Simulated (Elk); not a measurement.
**CmSi2: which magnetic order is lowest**

Wanted: the moments of CmSi2 and the energy of each order that was tried.

Main program and level: Elk 11.2.3 (patched build); LDA (Perdew-Wang) with U = 5.50 eV, J = 0.50 eV on Cm f; all-electron APW+lo, Dirac cores, scalar-relativistic bands.

## Step 1: Set-up

Symmetry: I4_1/amd, No. 141, tetragonal system. The conventional cell has a = 3.963 Å, b = 3.963 Å, c = 13.720 Å, α = 90.00°, β = 90.00°, γ = 90.00°. Nearest to Cm lie 12 Si at 3.02 to 3.03 Å. Nearest to Si lie 3 Si at 2.28 to 2.29 Å and 6 Cm at 3.02 to 3.03 Å. Farther neighbours are not listed.

## Step 2: Start 1: ferro ++

Parallel moments need no larger cell; this start tests for a ferromagnetic state only. A Hubbard term is added for the open shell, at a value in common use.

The last three numbers of an atom's line are a seed field in its sphere. It points against the wanted moment and shrinks by the factor reducebf each loop.

File elk.in:

```
tasks
  0
  33
  73

xctype
  3

rgkmax
  7.0

nempty
  8

swidth
  0.001

reducebf
  0.7

epsengy
  1e-05

maxscl
  150

lmaxi
  3

spinpol
  .true.

sppath
  './'

avec
  -3.74449231595 3.74449231595 12.96352121493
  3.74449231595 -3.74449231595 12.96352121493
  3.74449231595 3.74449231595 -12.96352121493

atoms
  2
  'Cm.in'
  2
  0.0000000000 0.0000000000 0.0000000000   0.000000 0.000000 -0.750000
  0.7500000000 0.2500000000 0.5000000000   0.000000 0.000000 -0.750000
  'Si.in'
  4
  0.4170000000 0.4170000000 0.0000000000   0.000000 0.000000 0.000000
  0.1670000000 0.6670000000 0.5000000000   0.000000 0.000000 0.000000
  0.3330000000 0.8330000000 0.5000000000   0.000000 0.000000 0.000000
  0.5830000000 0.5830000000 0.0000000000   0.000000 0.000000 0.000000

ngridk
  8 8 8

dft+u
  1 1
  1 3 0.202121 0.018375

plot3d
  0 0 0
  1 0 0
  0 1 0
  0 0 1
  38 38 38
```

On the command line:

```
OMP_NUM_THREADS=4 elk
```

Numbers of over 12 decimals in the logs are rounded to 6 here.

Log:

```text
Warning(init1): few empty states an atom for a second variation :    8.000000000
 they are its basis, with spin, DFT+U, afieldc (12 by default), in Hartree-Fock and RDMFT; 30 and more for pressures
Warning(gndstate): core states of species 2 leak from the muffin-tin :   0.2038540143E-02
Warning(gndstate): forces or DFT+U at lmaxo under 8 : 6
  [figures from our tests cut]: type lmaxo 8 and lmaxapw 10

--- INFO.OUT ---
┌─────────────────────────┐
│ Elk code version 11.2.3 │
└─────────────────────────┘

All units are atomic (Hartree, Bohr, etc.)

┌─────────────────────────────────────────────────┐
│ Ground-state run starting from atomic densities │
└─────────────────────────────────────────────────┘

Lattice vectors :
  -3.744492316       3.744492316       12.96352121
   3.744492316      -3.744492316       12.96352121
   3.744492316       3.744492316      -12.96352121

Reciprocal lattice vectors :
 -0.1586137234E-16  0.8389902792      0.2423409968
  0.8389902792     -0.1586137234E-16  0.2423409968
  0.8389902792      0.8389902792      0.3548935259E-18

Unit cell volume      :    727.0576719
Brillouin zone volume :   0.3411699278

Muffin-tin inner radius fraction :   0.1000000000E-01

Nuclei treated as point charges

Species : 1 (Cm)
 parameters loaded from : Cm.in
 name : curium
 nuclear charge    :   -96.00000000
 electronic charge :    96.00000000
 atomic mass :    450253.4561
 muffin-tin radius :    3.000000000
 number of radial points in muffin-tin :    797
 inner part over the whole radius :   0.9819647586E-02
 number on inner part of muffin-tin    :    574
 approximate nuclear radius :   0.1109296213E-03
 number of mesh points to nuclear radius :    305
 atomic positions (lattice), magnetic fields (Cartesian) :
  1 :   0.12500000  0.37500000  0.25000000    0.00000000  0.00000000 -0.75000000
  2 :  -0.12500000 -0.37500000 -0.25000000    0.00000000  0.00000000 -0.75000000

Species : 2 (Si)
 parameters loaded from : Si.in
 name : silicon
 nuclear charge    :   -14.00000000
 electronic charge :    14.00000000
 atomic mass :    51196.73458
 muffin-tin radius :    2.126944522
 number of radial points in muffin-tin :    397
 inner part over the whole radius :   0.9624924325E-02
 number on inner part of muffin-tin    :    276
 approximate nuclear radius :   0.5963282101E-04
 number of mesh points to nuclear radius :    124
 atomic positions (lattice), magnetic fields (Cartesian) :
  1 :  -0.45800000 -0.20800000  0.25000000    0.00000000  0.00000000  0.00000000
  2 :   0.29200000  0.04200000 -0.25000000    0.00000000  0.00000000  0.00000000
  3 :   0.45800000  0.20800000 -0.25000000    0.00000000  0.00000000  0.00000000
  4 :  -0.29200000 -0.04200000  0.25000000    0.00000000  0.00000000  0.00000000

Total number of atoms per unit cell :    6
Total muffin-tin volume :    387.4139918
 ratio of muffin-tin to unit cell volume :   0.5328518035

Spin treatment :
 spin-polarised
 global magnetic field (Cartesian) :    0.000000000       0.000000000       0.000000000
 collinear magnetisation in z-direction

Number of Bravais lattice symmetries :   16
Number of crystal symmetries         :   16
Crystal has inversion symmetry
Real symmetric eigensolver will be used

k-point grid :      8     8     8
k-point offset :    0.000000000       0.000000000       0.000000000
k-point set is reduced with full crystal symmetry group
Total number of k-points :       59

Muffin-tin radius times maximum |G+k| :    7.000000000
 using average radius
Maximum |G+k| for APW functions       :    2.894998790
Maximum (1/2)|G+k|²                   :    4.190508996
Maximum |G| for potential and density :    12.00000000
Constant for pseudocharge density :    9
 order of it for each species :   16  16
 order of it for pair densities of each species (exact exchange by exxq0 0: 16) :   15   6
Radial integration step length :    1

G-vector grid sizes :     54    54    54
Number of G-vectors :    21189

Maximum angular momentum used for
 APW functions            :    8
 outer part of muffin-tin :    6
 inner part of muffin-tin :    3

Total nuclear charge    :   -248.0000000
Total core charge       :    196.0000000
Total valence charge    :    52.00000000
Total excess charge     :    0.000000000
Total electronic charge :    248.0000000

Effective Wigner radius, rₛ :   0.8878566607

Number of empty states         :     48
Total number of valence states :    150
Total number of core states    :    196

Third-order local-orbitals added for an l without core states : T
Total number of local-orbitals :     70

Exchange-correlation functional :      3     0     0
 Perdew-Wang/Ceperley-Alder, Phys. Rev. B 45, 13244 (1992)
 gradient requirement :    0
 local density approximation (LDA)

DFT+U calculation
 fully localised limit (FLL)
 see Phys. Rev. B 52, R5467 (1995)
 species : 1 (Cm), l = 3, U =   0.20212100, J =   0.01837500

Smearing type :    3
 Fermi-Dirac
Smearing width :   0.1000000000E-02
Effective electronic temperature (K) :    315.7750248

Mixing type :    3
 Broyden mixing, J. Phys. A: Math. Gen. 17, L317 (1984)

Kohn-Sham potential initialised from atomic data

┌──────────────────────────────┐
│ Self-consistent loop started │
└──────────────────────────────┘

┌─────────────────┐
│ Loop number : 1 │
└─────────────────┘

Energies :
 Fermi                       :     0.240186
 sum of occupied eigenvalues :     -40347.707267025
 electron kinetic            :      80062.938965674
 core electron kinetic       :      79662.863787516
 Coulomb                     :     -142836.82860615
 Coulomb potential           :     -119004.11930276
 nuclear-nuclear             :     -4402.8592507319
 electron-nuclear            :     -157935.93064879
 Hartree                     :      19501.961293374
 Madelung                    :     -83334.768954771
 xc potential                :     -1405.7450150344
 xc effective B-field        :    -0.792095
 external B-field            :      0.000000
 exchange                    :     -1060.6975391343
 correlation                 :     -24.853334060195
 DFT+U                       :      1.139855
 electron entropic           :    -0.27955235615954E-03
 total energy                :     -63858.300938515
 (external B-field energy excluded from total)

Density of states at Fermi energy :    86.06160032
 (states/Hartree/unit cell)

Estimated indirect band gap :   0.2685988737E-03
 from k-point 5 to k-point 1
Estimated direct band gap   :   0.2283425559E-02
 at k-point 54

Charges :
 core                        :    196.0000000
 valence                     :    52.00000000
 interstitial                :    10.29701858
 muffin-tins (core leakage)
  species : 1 (Cm)
[...]
core electron kinetic       :      79640.980769624
 Coulomb                     :     -142842.25558177
 Coulomb potential           :     -118992.02442120
 nuclear-nuclear             :     -4402.8592507319
 electron-nuclear            :     -157958.84808629
 Hartree                     :      19519.451755249
 Madelung                    :     -83346.243371174
 xc potential                :     -1399.8695493264
 xc effective B-field        :    -0.900171
 external B-field            :      0.000000
 exchange                    :     -1061.0989480692
 correlation                 :     -24.854462115422
 DFT+U                       :      1.220971
 electron entropic           :    -0.25585781613218E-03
 total energy                :     -63883.262125585
 (external B-field energy excluded from total)

Density of states at Fermi energy :    79.96001710
 (states/Hartree/unit cell)

Estimated indirect band gap :   0.2019489127E-03
 from k-point 19 to k-point 11
Estimated direct band gap   :   0.3508361181E-02
 at k-point 6

Charges :
 core                        :    196.0000000
 valence                     :    52.00000000
 interstitial                :    10.14170529
 muffin-tins (core leakage)
  species : 1 (Cm)
   atom 1                    :    94.27068125     (  0.3415127591E-04)
   atom 2                    :    94.27068125     (  0.3415127591E-04)
  species : 2 (Si)
   atom 1                    :    12.32923305     (  0.2122957471E-02)
   atom 2                    :    12.32923305     (  0.2122957471E-02)
   atom 3                    :    12.32923305     (  0.2122957471E-02)
   atom 4                    :    12.32923305     (  0.2122957471E-02)
 total in muffin-tins        :    237.8582947
 total calculated charge     :    247.9912762
 total charge                :    248.0000000
 error                       :   0.8723759595E-02

Moments :
 interstitial                :   0.1992895922
 muffin-tins
  species : 1 (Cm)
   atom 1                    :    6.838898611
   atom 2                    :    6.838898611
  species : 2 (Si)
   atom 1                    :  -0.3995266885E-01
   atom 2                    :  -0.3995266885E-01
   atom 3                    :  -0.3995266885E-01
   atom 4                    :  -0.3995266885E-01
 total in muffin-tins        :    13.51798655
 total moment                :    13.71727614

RMS change in Kohn-Sham potential (target) :    4.184010733     (  0.1000000000E-05)
Absolute change in total energy (target)   :    24.96118707     (  0.1000000000E-04)

[... loops 3 to 28 left out ...]

┌──────────────────┐
│ Loop number : 29 │
└──────────────────┘

Energies :
 Fermi                       :     0.376114
 sum of occupied eigenvalues :     -40331.485084318
 electron kinetic            :      80085.025041218
 core electron kinetic       :      79670.404994539
 Coulomb                     :     -142857.99784072
 Coulomb potential           :     -118973.84364449
 nuclear-nuclear             :     -4402.8592507319
 electron-nuclear            :     -158008.72263963
 Hartree                     :      19553.584049642
 Madelung                    :     -83371.076018472
 xc potential                :     -1441.7425930992
 xc effective B-field        :    -0.923886
 external B-field            :      0.000000
 exchange                    :     -1061.6845411488
 correlation                 :     -24.865378798499
 DFT+U                       :      1.244068
 electron entropic           :    -0.30096141723515E-03
 total energy                :     -63858.278952193
 (external B-field energy excluded from total)

Density of states at Fermi energy :    93.43081287
 (states/Hartree/unit cell)

Estimated indirect band gap :   0.3771992500E-03
 from k-point 14 to k-point 55
Estimated direct band gap   :   0.1492867876E-02
 at k-point 57

Charges :
 core                        :    196.0000000
 valence                     :    52.00000000
 interstitial                :    10.09094044
 muffin-tins (core leakage)
  species : 1 (Cm)
   atom 1                    :    94.52907386     (  0.3141332709E-04)
   atom 2                    :    94.52907386     (  0.3141332709E-04)
  species : 2 (Si)
   atom 1                    :    12.21272796     (  0.2038540125E-02)
   atom 2                    :    12.21272796     (  0.2038540125E-02)
   atom 3                    :    12.21272796     (  0.2038540125E-02)
   atom 4                    :    12.21272796     (  0.2038540125E-02)
 total in muffin-tins        :    237.9090596
 total calculated charge     :    247.9916263
 total charge                :    248.0000000
 error                       :   0.8373675760E-02

Moments :
 interstitial                :   0.1377343942
 muffin-tins
  species : 1 (Cm)
   atom 1                    :    6.909330346
   atom 2                    :    6.909330346
  species : 2 (Si)
   atom 1                    :  -0.5154463730E-01
   atom 2                    :  -0.5154463730E-01
   atom 3                    :  -0.5154463730E-01
   atom 4                    :  -0.5154463730E-01
 total in muffin-tins        :    13.61248214
 total moment                :    13.75021654

RMS change in Kohn-Sham potential (target) :   0.4094446954E-06 (  0.1000000000E-05)
Absolute change in total energy (target)   :   0.7437498425E-05 (  0.1000000000E-04)

Convergence targets achieved

┌──────────────────┐
│ Loop number : 30 │
└──────────────────┘

Energies :
 Fermi                       :     0.376114
 sum of occupied eigenvalues :     -40331.485045061
 electron kinetic            :      80085.025074815
 core electron kinetic       :      79670.405019486
 Coulomb                     :     -142857.99782518
 Coulomb potential           :     -118973.84366174
 nuclear-nuclear             :     -4402.8592507319
 electron-nuclear            :     -158008.72259321
 Hartree                     :      19553.584018769
 Madelung                    :     -83371.075994307
 xc potential                :     -1441.7425727457
 xc effective B-field        :    -0.923884
 external B-field            :      0.000000
 exchange                    :     -1061.6845393708
 correlation                 :     -24.865379021367
 DFT+U                       :      1.244068
 electron entropic           :    -0.30094807120135E-03
 total energy                :     -63858.278901799
 (external B-field energy excluded from total)

Density of states at Fermi energy :    93.42587575
 (states/Hartree/unit cell)

Estimated indirect band gap :   0.3770904807E-03
 from k-point 14 to k-point 55
Estimated direct band gap   :   0.1493012847E-02
 at k-point 57

Charges :
 core                        :    196.0000000
 valence                     :    52.00000000
 interstitial                :    10.09094052
 muffin-tins (core leakage)
  species : 1 (Cm)
   atom 1                    :    94.52907342     (  0.3141333919E-04)
   atom 2                    :    94.52907342     (  0.3141333919E-04)
  species : 2 (Si)
   atom 1                    :    12.21272816     (  0.2038540143E-02)
   atom 2                    :    12.21272816     (  0.2038540143E-02)
   atom 3                    :    12.21272816     (  0.2038540143E-02)
   atom 4                    :    12.21272816     (  0.2038540143E-02)
 total in muffin-tins        :    237.9090595
 total calculated charge     :    247.9916263
 total charge                :    248.0000000
 error                       :   0.8373677714E-02

Moments :
 interstitial                :   0.1377203686
 muffin-tins
  species : 1 (Cm)
   atom 1                    :    6.909316990
   atom 2                    :    6.909316990
  species : 2 (Si)
   atom 1                    :  -0.5154468996E-01
   atom 2                    :  -0.5154468996E-01
   atom 3                    :  -0.5154468996E-01
   atom 4                    :  -0.5154468996E-01
 total in muffin-tins        :    13.61245522
 total moment                :    13.75017559

┌──────────────────────────────┐
│ Self-consistent loop stopped │
└──────────────────────────────┘

Warning : core states of species 2 leak from the muffin-tin :   0.2038540143E-02

Warning : forces or DFT+U at lmaxo under 8 : 6

Wrote STATE.OUT
```

Elapsed: 7.2 min, on 4 threads of Arm Neoverse V2, shared host; peak memory 0.49 GiB; 27 min of CPU time.

Spin moment in the muffin-tin sphere by atom:

| atom | spin moment in the muffin-tin sphere (μB) |
| --- | --- |
| Cm1 | 6.91 |
| Cm2 | 6.91 |
| Si3 | -0.05 |
| Si4 | -0.05 |
| Si5 | -0.05 |
| Si6 | -0.05 |

Numbers from this step:

```
density of states at the Fermi level : 3.433 states/eV/cell
moment between the spheres           : 0.1377 μB
magnetization                        : 13.75 μB
final state                          : ferromagnetic
```

After 30 cycles the largest moment stands at 6.91 μB.

(Part 1 of 3 ends here.)

[Logs and program files are shortened in this print: banners, set-up blocks, solver, clock and traceback lines can be left out without a mark of their own.]

[Logs are printed without paths, hosts, clocks, repeated set-up lines and the standing remarks that a program may print on its own settings, such as how far it seeks lower states.]

[Hosts, paths, dates, database ids (printed as entryN), source tags and the programs' standing remarks are cut or masked in the printed files.]

[Where a cell is said to come from a database of computed structures, the database is the Materials Project.]
